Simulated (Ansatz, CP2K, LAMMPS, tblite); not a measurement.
**Other levels on liquid dimethyl carbonate at 320 K (84 atoms)**

Density of this cell: 1.07 g/cm³. The cell holds 84 atoms: 21 C, 21 O and 42 H. Its edges and angles: a = 9.928 Å, b = 9.928 Å, c = 9.928 Å, α = 90.0°, β = 90.0°, γ = 90.0°. 7 dimethyl carbonate placed at random, at 1.07 g/cm³; overlaps pushed apart, then 10 ps at 470 K with MMFF94 bonds, angles, torsions, charges and radii (Halgren, J. Comput. Chem. 17, 490 (1996)) in harmonic and 12-6 forms. Snapshot after 20 ps at 320 K and fixed volume.

Geometry: as built.

The reference, a calculation:

* method: Kohn-Sham DFT, PBE, PAW, plane waves (Ansatz 0.2.0); cutoff 420 eV, Γ point, fermi-dirac smearing of 0.05 eV; PAW set soft_2
* r.m.s. force component: 0.9718 eV/Å
* longest force: 3.688 eV/Å
* pressure: 1.203 GPa
* gap (highest filled to lowest empty level): 5.449 eV
* SCF cycles: 10
* time: 8.8 s on 4 threads of Arm Neoverse V1, shared host
* CPU time: 31 s

Runs, in no order:
A. CP2K PBE, SZV-MOLOPT-SR, 600/50 Ry, OT DIIS: Kohn-Sham DFT, PBE, GTH-PBE pseudopotentials, Gaussian and plane waves, SZV-MOLOPT-SR-GTH, orbital transformation
B. CP2K PBE, DZVP-MOLOPT-SR, 840/50 Ry, OT DIIS: Kohn-Sham DFT, PBE, GTH-PBE pseudopotentials, Gaussian and plane waves, DZVP-MOLOPT-SR-GTH, orbital transformation
C. tblite GFN1-xTB: GFN1-xTB tight binding, diagonalisation

Q: Order them from the smallest to the largest r.m.s. force difference.

B, C, A.

```
                                            run  Δ force, r.m.s. (meV/Å)  share of r.m.s. force (%)  CPU time
B. CP2K PBE, DZVP-MOLOPT-SR, 840/50 Ry, OT DIIS                      133                       13.7   9.8 min
                             C. tblite GFN1-xTB                      349                       35.9     1.6 s
 A. CP2K PBE, SZV-MOLOPT-SR, 600/50 Ry, OT DIIS                     2188                        225     6 min
```

Periodic xTB results under one method name differ between programs and library versions. The network of contacts between molecules at the start is that of the classical potential that made the cell, and needn't be the one that DFT or experiment would give. The electronic-structure runs sample only Γ, in a cell whose shortest periodic width is 10 Å.

[Logs are printed without paths, hosts, clocks, repeated set-up lines and the standing remarks that a program may print on its own settings, such as how far it seeks lower states.]

[Hosts, paths, dates, database ids (printed as entryN), source tags and the programs' standing remarks are cut or masked in the printed files.]

[The MMFF94 radii named for the starting cell were scaled by 0.96; in molecules described by MMFF94, hydrogen bound to N, O or S took a small fixed 12-6 site in their place.]
